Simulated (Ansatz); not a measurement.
# GdTl2Sn2: relaxing a made-up structure, part 2 of 2

Starting from a made-up structure for GdTl2Sn2, the aim is the relaxed cell, its shortest contacts and, where a second run follows, its electronic structure.

Ansatz 0.2.0; DFT, PBEsol, plane-wave PAW, default files, scalar-relativistic, ferromagnetic start, cell and ions relaxed at zero pressure (the session's first sound run).

So far: The starting structure; Relaxation of the guess. The relaxed cell has a = 4.310, c = 15.750 Å (conventional setting).

### 3. Electronic structure of the relaxed cell

With the geometry fixed, one more self-consistent run, with a narrower smearing and the mesh shown in its input, gives the bands, and its pressure, and its forces where symmetry allows any, show how far the geometry depends on these settings.

This step: DFT, PBEsol, plane-wave PAW, default files, scalar-relativistic, ferromagnetic start, bands and density of states at the relaxed cell (Ansatz 0.2.0).

input.yaml reads:

```yaml
crystal:
  lattice:
    - [-2.1552176698, 2.1552176698, 7.8750375429]
    - [2.1552176698, -2.1552176698, 7.8750375429]
    - [2.1552176698, 2.1552176698, -7.8750375429]
  atoms:
    - { symbol: Tl, position: [0.25, 0.75, 0.5] }
    - { symbol: Tl, position: [0.75, 0.25, 0.5] }
    - { symbol: Gd, position: [0.0, 0.0, 0.0], spin: 7.0 }
    - { symbol: Sn, position: [0.5905720918, 0.5905720918, 0.0] }
    - { symbol: Sn, position: [0.4094279082, 0.4094279082, 0.0] }
magnetization:
  spin_polarized: true
kpoints:
  mp_grid: { grid: [10, 10, 10] }
  band_path:
    path:
      - [[0.0, 0.0, 0.0], [0.0, 0.0, 0.5], [-0.03744959, 0.03744959, 0.5], [-0.26872479, 0.26872479, 0.26872479], [0.0, 0.0, 0.0], [0.5, 0.5, -0.5], [0.26872479, 0.73127521, -0.26872479], [0.0, 0.5, 0.0], [0.25, 0.25, 0.25], [0.5, 0.5, -0.03744959], [0.5, 0.5, -0.5]]
      - [[0.0, 0.0, 0.5], [0.25, 0.25, 0.25]]
    npoints: 7
scf:
  occupations: { method: fermi_dirac, width: 0.03 }
  n_extra_bands: 13
hamiltonian:
  xc: pbesol
  pseudopotentials: { kind: paw }
output:
  forces: true
  stress: true
  write_bands: true
  dos: { projected: true }
  write_density: true
  write_potential: true
  elf: true
  volumetric_format: npy
```

The run is started by

```console
$ ansatz run input.yaml --threads 4 --pin off --max-ram 10240MiB --backend cpu --events-out ev --progress --plain --runs-dir out
```

Numbers of over 12 decimals in the logs are rounded to 6 here.

Output:

```text
[...]
Gd: projections on atomic orbitals take those of the free atom [Kr 4d10] 4f7 5s2 5p6 5d1 6s2, of charge +0.00 (hamiltonian.pseudopotentials.projection_atoms); the dataset's partial waves leave at most 2.5e-4 of an orbital's norm unspanned inside its sphere
[...]
Crystal: 5 atoms, lattice volume = 146.317 Å³
Basis set: ecut = 420 eV, 2843 PW (Γ), FFT grids on a1−a2, a2, a1+a3, exchange–correlation on 90×120×60 points (8 copies of the dense FFT grid, shifted against one another)
Bands: 49, of which v1, the nominal top of the filled ones, is band 36 counted from 1 (35 counted from 0)
Symmetry: 16 space group operations
[...]
k-points: 102 of 1000
[...]
Starting moments: Σ|m| = 7 μB on 1 of 5 sites
[...]
SCF iter   1: F=—  HF=-43721.647570 eV  |F-HF|=—  |Δ(HF+E_count)|=         —  Δρ=2.05e-2 (↑2.05e-2 ↓1.76e-2)  dr2=1.36e1  dr2_m=2.96e-2  M=6.944 μB ∫|m|=7.041 μB  β_m=0.30  ethr=3.10e-3  ⟨swp⟩=6.5  Hψ=38114  notcnv=0
[...]
SCF iter  12: F=-43719.562267 eV  HF=-43719.562267 eV  |F-HF|=5.33e-9  |Δ(HF+E_count)|=   3.77e-8  Δρ=1.01e-6 (↑9.96e-7 ↓1.01e-6)  dr2=1.00e-8  dr2_m=4.16e-11  M=6.973 μB ∫|m|=7.133 μB  ethr=8.00e-11  ⟨swp⟩=14.5  Hψ=71769  notcnv=0
SCF 1 converged in 12 iterations: F = -43719.562267 eV  dr2 = 1.00e-8
[...]
NSCF: frozen V_eff on 79 k-points
SCF converged after 12 iterations
Magnetization: 6.9733 μB (39.4866 up, 32.5134 down)
Absolute magnetization: 7.1332 μB (∫|ρ↑−ρ↓|, with the PAW one-centre terms)
[...]
Per-site moments (μB) at R_I (Å): [(-0.00357954, 1.257274), (-0.00357954, 1.257274), (6.953450, 1.388164), (-0.017470, 1.176877), (-0.017470, 1.176877)]
Free energy (F): -43719.562267 eV
[...]
Internal energy: -43719.551510 eV  (E = F + TS)
E sigma→0 (E₀):  -43719.556889 eV
Entropy (-TS):   -0.010758 eV (-2.152 meV/atom)
Fermi energy:    10.607101 eV
[...]
--- Forces (eV/Å), atoms counted from 1 ---
  atom   1  Tl     0.00000000     0.00000000     0.00000000
  atom   2  Tl     0.00000000     0.00000000     0.00000000
  atom   3  Gd    -0.00000000     0.00000000    -0.00000000
  atom   4  Sn     0.00000000    -0.00000000    -0.01630675
  atom   5  Sn    -0.00000000     0.00000000     0.01630675
  max |Σ_I F_I| component: 1.30e-17 eV/Å
--- Stress (GPa, compression-positive) ---
        0.011023       0.000000       0.000000
        0.000000       0.011023      -0.000000
        0.000000      -0.000000      -0.147504
  P = ⅓ Tr σ = -0.0418 GPa (-0.418 kbar)
--- Band table (eV; the first three rows and the last of 204) ---
  k-point 0 ↑: bands = [... 32 lower, 5.9455, 5.9455, 8.8230, 9.8466, 9.8466, 10.3484, 10.4319, 11.1242, ... 9 higher]
  k-point 1 ↑: bands = [... 32 lower, 5.9461, 5.9476, 7.6225, 9.5305, 9.7782, 9.9519, 10.5643, 10.8043, ... 9 higher]
  k-point 2 ↑: bands = [... 32 lower, 5.9520, 5.9526, 6.4300, 8.7981, 8.8907, 9.0898, 10.6457, 10.7066, ... 9 higher]
  k-point 101 ↓: bands = [... 32 lower, 10.9521, 10.9521, 10.9521, 10.9931, 11.0618, 11.0618, 11.1127, 11.3551, ... 9 higher]
```

Run time: 34 s. Hardware: 4 threads of Intel Xeon Platinum 8488C (Sapphire Rapids), shared host; peak memory 1.3 GiB; 2.1 min of CPU time.

This step gave:

| Property | Result |
| --- | --- |
| free energy | -43719.5623 eV |
| energy at zero smearing | -43719.5569 eV |
| smearing term TS | 0.01076 eV |
| Fermi energy | 10.61 eV |
| magnetization | 6.973 μB |
| absolute magnetization | 7.133 μB |
| site moments | -0.003580, -0.003580, 6.953, -0.01747, -0.01747 μB |
| pressure | -0.04182 GPa |

From bands.tsv, the bands that come nearest the Fermi level along the path, at its corners, in eV from the Fermi level:

```
point  band_37_up  band_38_up  band_39_up  band_40_up  band_30_dn  band_31_dn  band_32_dn  band_33_dn
    Γ       -0.26       -0.18        0.52        0.52       -0.02        0.00        0.00        0.07
    X       -2.29       -1.75       -1.18       -0.80       -2.17       -1.82       -1.00       -0.53
    Y       -2.27       -1.76       -1.18       -0.65       -2.15       -1.79       -1.00       -0.43
    S       -0.98       -0.98        1.03        1.69       -0.99       -0.73        0.25        0.35
    Γ       -0.26       -0.18        0.52        0.52       -0.02        0.00        0.00        0.07
    Z       -0.76       -0.03        0.41        0.41       -0.83        0.33        0.34        0.34
   S1       -0.98       -0.98        1.03        1.69       -0.99       -0.73        0.25        0.35
    N       -0.97        0.46        0.52        1.57       -0.72        0.07        0.24        0.36
    P       -2.41       -1.86       -0.98       -0.98       -2.29       -1.90       -0.76       -0.76
   Y1       -2.27       -1.76       -1.18       -0.65       -2.15       -1.79       -1.00       -0.43
    Z       -0.76       -0.03        0.41        0.41       -0.83        0.33        0.34        0.34
    X       -2.29       -1.75       -1.18       -0.80       -2.17       -1.82       -1.00       -0.53
    P       -2.41       -1.86       -0.98       -0.98       -2.29       -1.90       -0.76       -0.76
```

Site moment by atom:

```tsv
atom	site moment (μB)
Tl1	0.00
Tl2	0.00
Gd3	6.95
Sn4	-0.02
Sn5	-0.02
```

Spin density in the ab plane of the cell as run, not the conventional one, at fractional z = 0.000, with atoms of Gd and Sn within 0.2 Å of it.

Values in units of 1e0 e/Å³, 13 rows by 16 columns, each cell a mean:
```
8.3 4.0 0.2 0.0 0.0 0.0 0.0 0.0 0.0 0.0 0.0 0.0 0.0 0.0 0.1 2.1
0.5 1.1 0.3 0.0 0.0 0.0 0.0 0.0 0.0 0.0 0.0 0.0 0.0 0.0 0.0 0.0
0.0 0.0 0.0 0.0 0.0 0.0 0.0 0.0 0.0 0.0 0.0 0.0 0.0 0.0 0.0 0.0
0.0 0.0 0.0 0.0 0.0 0.0 0.0 0.0 0.0 0.0 0.0 0.0 0.0 0.0 0.0 0.0
0.0 0.0 0.0 0.0 0.0 0.0 0.0 0.0 0.0 0.0 0.0 0.0 0.0 0.0 0.0 0.0
0.0 0.0 0.0 0.0 0.0 0.0 0.0 0.0 0.0 0.0 0.0 0.0 0.0 0.0 0.0 0.0
0.0 0.0 0.0 0.0 0.0 0.0 0.0 0.0 0.0 0.0 0.0 0.0 0.0 0.0 0.0 0.0
0.0 0.0 0.0 0.0 0.0 0.0 0.0 0.0 0.0 0.0 0.0 0.0 0.0 0.0 0.0 0.0
0.0 0.0 0.0 0.0 0.0 0.0 0.0 0.0 0.0 0.0 0.0 0.0 0.0 0.0 0.0 0.0
0.0 0.0 0.0 0.0 0.0 0.0 0.0 0.0 0.0 0.0 0.0 0.0 0.0 0.0 0.0 0.0
0.0 0.0 0.0 0.0 0.0 0.0 0.0 0.0 0.0 0.0 0.0 0.0 0.0 0.1 0.1 0.0
0.3 0.0 0.0 0.0 0.0 0.0 0.0 0.0 0.0 0.0 0.0 0.0 0.0 0.2 1.5 2.0
7.0 0.6 0.0 0.0 0.0 0.0 0.0 0.0 0.0 0.0 0.0 0.0 0.0 0.0 1.5 9.1
```
Columns run along a (8.4 Å), rows up along b (8.4 Å). Atoms in or near the plane, at fractional coordinates: Gd at (0.00, 0.00), Sn at (0.59, 0.59), Sn at (0.41, 0.41).

ELF in the ab plane of the cell as run, not the conventional one, at fractional z = 0.000, with atoms of Gd and Sn within 0.2 Å of it. It is the smooth field of the valence electrons, not physical close to the nuclei.

Ten even steps from '_' (0.00) to '@' (0.81), each cell a mean:
```
++##@@**..__........::::::::::......______--%%@@
@@@@@@%%==..::----::::::::::::::....________==%%
##@@@@@@**::::==++==--::::::::::....__________--
::++####++::::==**++++==--::::......____________
__..--==--::::==**++======--::......____________
......::::..::==++++========--::....____________
..::------::--==++====------==--::..............
..::==++++++====++==--::....------::............
..::--++**++++++++====--______::----::....::::..
::::::==++============--::______--==--::::::::::
::::::--======------====--..____..--==--::::::::
::::::::====--::..::--====--::__..--====--::::::
::::::::--==--::____..--====----::--======::::::
::::::::::--==--______..--======--====++++--::::
::::::::::::----::______::--========++++**==::..
............::----::____..--==++++++++****++--..
..............::------::::--==++============--..
..____..........::--==----====++==::::::::::::..
____________......::--========++++::..::::::..__
____________......::::--====++**++--..--++**==..
--__________......::::::::--==++++--..==##@@%%**
%%--__________....::::::::::::--==--..--##@@@@@@
@@%%--________....::::::::::::::::::....++@@@@##
==@@%%--____......::::::::::::........__::##@@++
```
Columns run along a (8.4 Å), rows up along b (8.4 Å). Atoms in or near the plane, at fractional coordinates: Gd at (0.00, 0.00), Sn at (0.59, 0.59), Sn at (0.41, 0.41).

Valence density in the ab plane of the cell as run, not the conventional one, at fractional z = 0.000, with atoms of Gd and Sn within 0.2 Å of it. It is the smooth field of the valence electrons, not physical close to the nuclei.

Ten steps, logarithmic in the rise over the least value, from '_' (0 e/Å³) to '@' (15 e/Å³), each cell a mean:
```
@@@@##==..__________..........____________::++%%
%%%%%%++::..__________..........____________::++
++**##++--..____________........______________::
..--====--::..................__________________
__..::::::..........::::......__________________
____..............::------::..__________________
______............::--++++==::..________________
______............::--++####++--..______________
______..............::++%%@@%%**--..______....__
..____....::::::::..::--**@@@@%%++::............
....__....::======--::::==##@@@@##==::..........
..........::==****++--::::==**%%##++--..........
............--**%%%%**==::::--++++++--::..__....
............::++%%@@@@**--::::::------::..____..
__......__....--**%%@@%%++--....::::::....______
______________..--**%%%%**==::............______
________________..--++****==::............______
__________________..::--====::............______
__________________......::::::..........::....__
____________________..................::----::..
::________________....................::==++++==
++::______________........__________..::==##%%##
%%++::____________..........__________..--**%%@@
@@%%++::____________..........__________..++%%@@
```
Columns run along a (8.4 Å), rows up along b (8.4 Å). Atoms in or near the plane, at fractional coordinates: Gd at (0.00, 0.00), Sn at (0.59, 0.59), Sn at (0.41, 0.41).

### 4. Summary of results

```
space group, relaxed : I4/mmm
conventional cell    : a = 4.310, b = 4.310, c = 15.750 Å; α = 90.0°, β = 90.0°, γ = 90.0°
volume per atom      : 29.26 Å³ (guess 27.44)
total moment         : 7.02 μB in the cell of 5 atoms
```

GdTl2Sn2 relaxes to I4/mmm with a = 4.310, b = 4.310 and c = 15.750 Å. The guessed volume was 6 % too small. The space group I4/mmm was held in the relaxation, so the end point is a stationary structure within it and may be a saddle against distortions or other arrangements. The input starts from parallel moments, and no other start was typed. The f shell may be open and has no Hubbard U, so its place in energy and the volume are uncertain. Bands cross the Fermi level, so it is a metal or semimetal at this level. On the 10×10×10 mesh with the narrower smearing (relaxed on 8×8×8) the largest force component is 0.016 eV/Å and the largest stress component is 0.148 GPa, against the relaxation's thresholds of 0.015 eV/Å and 0.05 GPa. The cutoff wasn't tested. A vector of the cell changed its length by 23 %, so the starting arrangement is largely lost and the mesh was laid for another shape. Spin-orbit coupling is left out, which can matter for elements this heavy. No dispersion term is used, so weakly bound directions may come out too long. Nothing here tests whether the compound is stable against decomposition.

[Logs are printed without paths, hosts, clocks, repeated set-up lines and the standing remarks that a program may print on its own settings, such as how far it seeks lower states.]

[Hosts, paths, dates, database ids (printed as entryN), source tags and the programs' standing remarks are cut or masked in the printed files.]
